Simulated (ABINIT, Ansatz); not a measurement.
# BiAs (Pm-3m): phonons by linear response, part 4 of 4

Aim: the phonon dispersion of BiAs (Pm-3m), checked by a second program.

ABINIT 10.8.3; DFT LDA, scalar-relativistic, plane waves, HGH norm-conserving pseudopotentials.

So far, highest frequency (cm⁻¹): step 8 (dispersion) 114.

The structure was built from a prototype and need not be the compound's stable phase.

### 10. A second program

The same cell goes through another code, with its own cutoff. The potentials differ.

This step: DFT LDA, scalar-relativistic, plane waves, PseudoDojo norm-conserving pseudopotentials (Ansatz 0.2.0).

The input, input.yaml:

```yaml
crystal:
  lattice:
    - [3.6132410312, 0.0, 0.0]
    - [0.0, 3.6132410312, 0.0]
    - [0.0, 0.0, 3.6132410312]
  atoms:
    - { symbol: Bi, position: [0.0, 0.0, 0.0] }
    - { symbol: As, position: [0.5, 0.5, 0.5] }
kpoints:
  mp_grid: { grid: [8, 8, 8] }
hamiltonian:
  xc: lda
  pseudopotentials: { kind: nc, accuracy: standard }
scf:
  occupations: { method: methfessel_paxton, width: 0.27211 }
output:
  eigenvalues: true
phonons:
  method: dfpt
  qmesh: [4, 4, 4]
  temperatures: { t_max: 1000, t_step: 50 }
  qpath:
    path:
      - [[0.0, 0.0, 0.0], [0.0, 0.5, 0.0], [0.5, 0.5, 0.0], [0.0, 0.0, 0.0], [0.5, 0.5, 0.5], [0.0, 0.5, 0.0]]
      - [[0.5, 0.5, 0.5], [0.5, 0.5, 0.0]]
    npoints: 10
```

Started as:

```bash
> ansatz run input.yaml --threads 4 --pin off --max-ram 8192MiB --backend cpu --events-out ev --progress --plain --runs-dir out
```

Log:

```text
Engine: ansatz 0.2.0, aarch64-unknown-linux-gnu
Pseudopotentials: kind: nc
Pseudopotential: Bi, nc, valence charge 15, recommended cutoff 952.398519 eV (normal), Bi.nc.azcp (PseudoDojo's, or run here from an input of PseudoDojo's; its table is named by hamiltonian.pseudopotentials.accuracy)
Pseudopotential: As, nc, valence charge 15, recommended cutoff 1088.45545 eV (normal), As.nc.azcp (PseudoDojo's, or run here from an input of PseudoDojo's; its table is named by hamiltonian.pseudopotentials.accuracy)
Functional definition: SPW92
  exchange = slater_x
  correlation = pw_c
Crystal: 2 atoms, lattice volume = 47.173 Å³
Basis set: ecut = 1088.45545 eV, 3887 PW (Γ), exchange–correlation on 80×80×80 points (8 copies of the dense FFT grid, shifted against one another)
Bands: 19, of which v1, the nominal top of the filled ones, is band 15 counted from 1 (14 counted from 0)
Symmetry: 48 space group operations
k-points: 35 of 512
Non-local potential: Bi, projectors of the file, l = 0: 2, l = 1: 2, l = 2: 2, l = 3: 2
Non-local potential: As, projectors of the file, l = 0: 2, l = 1: 2, l = 2: 2
Initial density: superposition of atomic densities (chi_scale 0.1, normalization cell, long waves kept (reshape's long-wave potential 0.00 eV rms))
Initial wavefunctions: pseudopotential atomic-orbital guess
Functional: x = slater, c = lda
SCF iter   1: F=—  HF=-5105.787460 eV  |F-HF|=—  |Δ(HF+E_count)|=         —  Δρ=1.59e-2  dr2=1.34e-1  ethr=3.10e-3  ⟨swp⟩=5.0  Hψ=3027  notcnv=0
preconditioner: auto → Kerker (q_TF=auto, 2.530 Å⁻¹)  [metal: Δε(μ)=0.140 eV  Ē_g=18.125 eV  σ=0.272 eV  W_gap=0.39  n_scr=18 (ndim 8)  ℏωp=24.2 eV  f_vac=0.000  D(μ)=1.13/eV (n_scr^D=6)]
SCF iter   2: F=—  HF=-5105.759695 eV  |F-HF|=—  |Δ(HF+E_count)|=   2.78e-2  S|Δr|=    0.00e0  Δρ=9.25e-3  dr2=4.98e-2  ethr=4.46e-4  ⟨swp⟩=1.0  Hψ=945  notcnv=0
SCF iter   3: F=—  HF=-5105.743838 eV  |F-HF|=—  |Δ(HF+E_count)|=   1.59e-2  S|Δr|=    0.00e0  Δρ=1.73e-3  dr2=7.94e-4  ethr=1.66e-4  ⟨swp⟩=2.7  Hψ=1193  notcnv=0
SCF iter   4: F=—  HF=-5105.743641 eV  |F-HF|=—  |Δ(HF+E_count)|=   1.98e-4  S|Δr|=    0.00e0  Δρ=4.91e-4  dr2=3.13e-5  ethr=2.65e-6  ⟨swp⟩=2.6  Hψ=1187  notcnv=0
SCF iter   5: F=—  HF=-5105.743634 eV  |F-HF|=—  |Δ(HF+E_count)|=   6.34e-6  S|Δr|=    0.00e0  Δρ=7.21e-5  dr2=2.03e-6  ethr=1.04e-7  ⟨swp⟩=2.1  Hψ=1149  notcnv=0
SCF iter   6: F=—  HF=-5105.743619 eV  |F-HF|=—  |Δ(HF+E_count)|=   1.54e-5  S|Δr|=    0.00e0  Δρ=1.80e-5  dr2=1.26e-7  ethr=6.78e-9  ⟨swp⟩=1.6  Hψ=711  notcnv=0
SCF iter   7: F=—  HF=-5105.743619 eV  |F-HF|=—  |Δ(HF+E_count)|=   1.29e-8  S|Δr|=    0.00e0  Δρ=2.51e-6  dr2=2.43e-9  ethr=4.21e-10  ⟨swp⟩=1.8  Hψ=734  notcnv=0
SCF iter   8: F=—  HF=-5105.743619 eV  |F-HF|=—  |Δ(HF+E_count)|=  2.37e-10  S|Δr|=    0.00e0  Δρ=3.25e-7  dr2=2.63e-11  ethr=8.11e-12  ⟨swp⟩=3.1  Hψ=1062  notcnv=0
SCF iter   9: F=-5105.743619 eV  HF=-5105.743619 eV  |F-HF|=3.64e-12  |Δ(HF+E_count)|=  1.09e-11  S|Δr|=    0.00e0  Δρ=4.76e-8  dr2=6.12e-13  ethr=1.00e-12  ⟨swp⟩=7.9  Hψ=3929  notcnv=0
SCF 1 converged in 9 iterations: F = -5105.743619 eV  dr2 = 6.12e-13
Initial density: read from a saved state, or passed on in memory by an earlier SCF of this step, an earlier step, the calling program or the single point that the run made first
iter 1 solved again at ethr=1.63e-8 eV; its pass at ethr=3.10e-3 eV (dr2=4.90e-6 eV) is discarded
SCF iter   1: F=—  HF=-5105.743648 eV  |F-HF|=—  |Δ(HF+E_count)|=         —  Δρ=3.74e-7  dr2=6.20e-11  ethr=1.63e-8  ⟨swp⟩=5.0  Hψ=5972  notcnv=0
eigensolver tolerance schedule: the retry pair's looser diagonalisation over-reported the residual by 79023.38 of it (diagonalisation noise at 0.71 of the residual, at the tolerance the schedule requests for it); recorded, not acted on — ethr = c·dr2/N_el stays at c = 1.0e-1
preconditioner: auto → Kerker (q_TF=auto, 2.530 Å⁻¹)  [metal: Δε(μ)=0.148 eV  Ē_g=18.260 eV  σ=0.272 eV  W_gap=0.41  n_scr=18 (ndim 8)  ℏωp=24.2 eV  f_vac=0.000  D(μ)=1.13/eV (n_scr^D=6)]
SCF iter   2: F=—  HF=-5105.743619 eV  |F-HF|=—  |Δ(HF+E_count)|=   2.89e-5  S|Δr|=    0.00e0  Δρ=1.70e-7  dr2=1.22e-11  ethr=1.00e-12  ⟨swp⟩=4.1  Hψ=1949  notcnv=0
SCF iter   3: F=-5105.743619 eV  HF=-5105.743619 eV  |F-HF|=4.55e-12  |Δ(HF+E_count)|=  1.82e-12  S|Δr|=    0.00e0  Δρ=1.14e-7  dr2=5.70e-12  ethr=1.00e-12  ⟨swp⟩=5.2  Hψ=2053  notcnv=0
SCF 2 converged in 3 iterations: F = -5105.743619 eV  dr2 = 5.70e-12
phonons: the bands overlap, so this run is a metal and interpolates without the dipole-dipole term. If the crystal is really an insulator or semiconductor, its LO-TO splitting is missing
NSCF: frozen V_eff on 35 k-points
WARN: eigensolver did not converge in 3 slots of this pass, the one above among them; of largest residual over every band (k=27): 1 band(s) unlocked (lowest unlocked band 18, counted from 0; max residual 1.28e-5 eV among the unlocked bands, 1.28e-5 eV over every band); of lowest unlocked band (k=26): band 18
NSCF: frozen V_eff on 75 k-points
DFPT response loops at q = (0, 0, 0) (fractional): preconditioner auto → Kerker (q_TF=auto, 2.530 Å⁻¹) (partly filled bands, converged f_vac=0.000); β = 1.00, the filter's whole step (`scf.mixing.beta` (0.50) is not read by the response loops under this deck's `scf.mixing.preconditioner`; to damp them name `kerker` or `kerker_dos`, under which they read `scf.mixing.beta`, and type it under 1.00, their step now; both keys bind the ground state too); Broyden in place of MSR1
NSCF: frozen V_eff on 400 k-points
DFPT response loops at q = (0, 0, 0.25) (fractional): mixed as the last ones told, above
NSCF: frozen V_eff on 250 k-points
DFPT response loops at q = (0, 0, -0.5) (fractional): mixed as the last ones told, above
NSCF: frozen V_eff on 640 k-points
DFPT response loops at q = (0, 0.25, 0.25) (fractional): mixed as the last ones told, above
NSCF: frozen V_eff on 400 k-points
DFPT response loops at q = (0, 0.25, -0.5) (fractional): mixed as the last ones told, above
NSCF: frozen V_eff on 250 k-points
DFPT response loops at q = (0, -0.5, -0.5) (fractional): mixed as the last ones told, above
NSCF: frozen V_eff on 576 k-points
DFPT response loops at q = (0.25, 0.25, 0.25) (fractional): mixed as the last ones told, above
NSCF: frozen V_eff on 640 k-points
DFPT response loops at q = (0.25, 0.25, -0.5) (fractional): mixed as the last ones told, above
NSCF: frozen V_eff on 400 k-points
DFPT response loops at q = (0.25, -0.5, -0.5) (fractional): mixed as the last ones told, above
NSCF: frozen V_eff on 150 k-points
DFPT response loops at q = (-0.5, -0.5, -0.5) (fractional): mixed as the last ones told, above
SCF converged after 9 iterations
Stability not checked: this state was not tested for a lower state beside it, because cold or Methfessel-Paxton smearing, or corrected tetrahedra, fill the levels in a way that the test cannot read (fill_not_monotonic; see scf.lower_state_search)
Free energy (F): -5105.743619 eV
Harris-Foulkes:  -5105.743619 eV  (|F-HF|=3.64e-12)
Internal energy: -5105.745006 eV  (E = F + TS)
E sigma→0 (E₀):  -5105.743966 eV
Entropy (-TS):   0.001387 eV (0.693 meV/atom)
Fermi energy:    12.755658 eV
--- Per-component energies (eV) ---
  E_band       = -261.612557
  E_kinetic    = 3133.490819
  E_local      = -3108.724684  (includes V_loc(G=0)·N_el)
  E_nonlocal   = -1799.137879
  E_hartree    = 1144.082669
  E_xc         = -1212.228821
  E_vxc        = -775.406145  (∫ρ·V_xc dr)
  E_ewald      = -3263.227109
  E_smearing   = 0.001387  (= −TS)
  E_closure    = -0.000000  (closes the sum)
  Σ components = -5105.743619   (vs F -5105.743619, Δ=0.00e0)
--- Band table (eV; the first three rows and the last of 35) ---
  k-point 0: bands = [... 11 lower, 5.3946, 10.8115, 10.8115, 10.8115, 16.7273, 16.7273, 18.7887, 18.7887]
  k-point 1: bands = [... 11 lower, 4.9818, 10.6540, 11.0036, 11.0036, 16.8659, 17.3184, 18.2119, 18.2547]
  k-point 2: bands = [... 11 lower, 3.8822, 10.6957, 11.5667, 11.5667, 15.7000, 16.9498, 16.9498, 17.2767]
  k-point 34: bands = [... 11 lower, 3.3274, 10.1173, 10.1173, 10.1173, 10.1264, 10.1264, 10.1264, 28.4852]
--- Phonons (Γ-DFPT): 2 representative perturbations + reference (Σ response iterations 6) ---
  ASR residual: 1.483e-4 → 0.000e0 eV/Å²; symmetrization residual: 1.338e-4 eV/Å²
  ASR residual per site (eV/Å²): 1.48e-4 1.44e-4
  Γ frequencies (cm⁻¹): -58.40 -58.40 -58.40 0.00 0.00 0.00
--- Phonons (arbitrary-q DFPT): 10 irreducible q on the 4×4×4 mesh ---
  q = [0.0000, 0.0000, 0.0000] (star 1, of the zone-centre solve; hermiticity 3.87e-4, symmetrization 2.19e-13): -58.40 -58.40 -58.40 0.00 0.00 0.00
  q = [0.0000, 0.0000, 0.2500] (star 6, 4 solved perturbations in 640 linear systems a pass and spin channel, the states on 200 of 512 k-point pairs; hermiticity 7.96e-6, symmetrization 1.22e-11, the responses' own estimated error 4.0e-4 eV/Å²): 28.62 28.62 45.68 45.68 52.70 67.64
  q = [0.0000, 0.0000, -0.5000] (star 3, 4 solved perturbations in 400 linear systems a pass and spin channel, the states on 125 of 512 k-point pairs; hermiticity 9.08e-7, symmetrization 4.29e-7, the responses' own estimated error 4.0e-4 eV/Å²): 13.41 13.41 28.57 28.57 90.69 116.89
  q = [0.0000, 0.2500, 0.2500] (star 12, 4 solved perturbations in 1000 linear systems a pass and spin channel, the states on 320 of 512 k-point pairs; hermiticity 1.23e-5, symmetrization 1.02e-12, the responses' own estimated error 4.1e-4 eV/Å²): -59.07 -38.74 38.32 39.93 43.33 93.81
  q = [0.0000, 0.2500, -0.5000] (star 12, 6 solved perturbations on 200 of 512 k-point pairs; hermiticity 1.56e-6, symmetrization 1.84e-8, the responses' own estimated error 4.1e-4 eV/Å²): -58.87 -27.03 43.30 61.26 76.38 98.55
  q = [0.0000, -0.5000, -0.5000] (star 3, 4 solved perturbations in 400 linear systems a pass and spin channel, the states on 125 of 512 k-point pairs; hermiticity 3.93e-6, symmetrization 1.88e-10, the responses' own estimated error 4.1e-4 eV/Å²): -93.12 -47.30 42.84 42.84 69.56 69.56
  q = [0.2500, 0.2500, 0.2500] (star 8, 2 solved perturbations on 288 of 512 k-point pairs; hermiticity 4.32e-6, symmetrization 2.49e-11, the responses' own estimated error 4.1e-4 eV/Å²): 34.62 50.79 50.79 71.43 71.43 72.54
  q = [0.2500, 0.2500, -0.5000] (star 12, 4 solved perturbations in 1000 linear systems a pass and spin channel, the states on 320 of 512 k-point pairs; hermiticity 2.74e-6, symmetrization 6.68e-8, the responses' own estimated error 4.1e-4 eV/Å²): 25.66 25.66 58.81 71.40 91.26 95.83
  q = [0.2500, -0.5000, -0.5000] (star 6, 4 solved perturbations in 640 linear systems a pass and spin channel, the states on 200 of 512 k-point pairs; hermiticity 3.17e-6, symmetrization 2.09e-8, the responses' own estimated error 4.1e-4 eV/Å²): 46.08 61.03 61.03 75.91 75.91 86.84
  q = [-0.5000, -0.5000, -0.5000] (star 1, 2 solved perturbations on 75 of 512 k-point pairs; hermiticity 3.75e-9, symmetrization 1.88e-9, the responses' own estimated error 4.2e-4 eV/Å²): 73.52 73.52 73.52 115.78 115.78 115.78
  sum rule: each row above includes the acoustic sum rule's correction from the zone centre's row sums; it moved no ω² by more than (0.72 cm⁻¹)²
  mesh force constants: q→R imaginary residual 1.34e-18; ASR residual 1.483e-4 → 0.000e0 eV/Å²; symmetrization residual 1.554e-15 eV/Å²
  interpolated dispersion: 62 rows × 6 modes
  density of states and harmonic sums: on the 20×20×20 q-mesh, interpolated from the force constants of a 4×4×4 supercell (no non-analytic term)
  largest difference from the sums on the solved wave vectors: F 3.32e-3 eV, S 1.28e-5 and C_V 5.96e-6 eV/K
  zero-point energy: 0.018180 eV/cell   skipped modes (ω ≤ 0): 293, of them read as no rigid motion or as one in doubt: 290 (1.006e0 modes/cell left out, lowest -93.12 cm⁻¹)   left out of the sums: 1.68e-1 of the cell's modes: C_V's classical limit lies that fraction below 3 k_B per atom; for a crystal, a wire or a layer, F and S can be off by more, and a phonons.interpolated_qmesh denser along its periods is the remedy for the sampling
```

Wall time 6.2 min (4 threads of Arm Neoverse V2, shared host); peak memory 2.2 GiB.

Numbers from this step:

```yaml
sum_rule_residual_before_enforcement: 1.48e-4 eV/Å²
lowest_frequency_on_the_path: -93.12 cm⁻¹
share_of_modes_beyond_3i_cm_minus1_on_the_dense_interpolated_mesh: 0.1686
highest_optical_zone_centre_mode_no_lo_to_term: -58.4 cm⁻¹
lowest_optical_zone_centre_mode: -58.4 cm⁻¹
lowest_mode_on_the_q_mesh_acoustic_ones_at_the_zone_centre_apart: -93.12 cm⁻¹
```

### 11. Side by side: ABINIT HGH and Ansatz, PseudoDojo

Numbers from this step:

* root-mean-square difference: 8.29 cm⁻¹
* largest difference: 37.82 cm⁻¹
* root-mean-square difference on the path: 8.1 cm⁻¹
* largest difference on the path: 38.5 cm⁻¹

The 12 of 57 modes that differ most. Frequencies side by side:

```csv
q (reciprocal lattice),mode,ABINIT HGH (cm⁻¹),"Ansatz, PseudoDojo (cm⁻¹)"
0 0 0,1,-65.91,-58.4
0 0 0,2,-65.91,-58.4
0 0 0,3,-65.91,-58.4
0.25 0 0,3,40.25,45.68
0.25 0 0,4,40.25,45.68
0.5 0 0,1,-24.41,13.41
0.5 0 0,2,-24.41,13.41
0.25 0.25 0,2,-50.19,-38.74
0.5 0.25 0,1,-64.14,-58.87
0.5 0.5 0,5,60.75,69.56
0.5 0.5 0,6,60.75,69.56
0.5 0.25 0.25,1,10.95,25.66
```

At the solved wavevectors the largest difference (acoustic modes at Γ apart) is 33 % of the highest mode, but 155 % of the mode at 24i cm⁻¹ on which it sits.

### 12. Outcome

| Property | Result |
| --- | --- |
| space group after relaxation | Pm-3m |
| volume per atom | 23.6 Å³ |
| highest optical zone-centre mode (no LO-TO term) | -65.9 cm⁻¹ |
| q mesh | 4×4×4 |
| lowest mode on the q mesh (acoustic ones at the zone centre apart) | -97.0 cm⁻¹ |
| imaginary modes on the q mesh | yes |
| largest difference from Ansatz, PseudoDojo | 37.8 cm⁻¹ |

BiAs (Pm-3m) is unstable: a mode solved on the 4×4×4 mesh is imaginary, 97i cm⁻¹; its spectrum reaches 115 cm⁻¹. At the LDA level the optical modes of BiAs (Pm-3m) at the zone centre lie at 66i cm⁻¹, so the structure is a saddle point, with 3 modes beyond 10i cm⁻¹ there. On other potentials, and in a cell that was not relaxed for them, the second run differs strongly on some modes. The most unstable solved mode lies at q = (0.5, 0.5, 0), on the zone boundary, so the distortion that it points to doubles the cell. ABINIT HGH and Ansatz, PseudoDojo differ by 8.3 cm⁻¹ in the root mean square and by 37.8 cm⁻¹ at most, 33.0 % of the highest mode compared (acoustic modes at Γ left out; ABINIT's values are those before the sum rule); the two use different potentials, and the cell was not relaxed for the second set. These are harmonic frequencies at zero temperature: anharmonic shifts and linewidths and thermal expansion are left out. Spin-orbit coupling is left out, which can matter for the heavy elements here. The HGH files keep few electrons and have no core correction, which is cheap but rough for As and Bi. In a metal the frequencies hang on the k mesh and the smearing, most of all near Kohn anomalies. The structure is a hypothetical one, built on a prototype.

[Host names and launcher messages were left out of these logs when they were recorded.]

[Logs are printed without paths, hosts, clocks, repeated set-up lines and the standing remarks that a program may print on its own settings, such as how far it seeks lower states.]

[Hosts, paths, dates, database ids (printed as entryN), source tags and the programs' standing remarks are cut or masked in the printed files.]
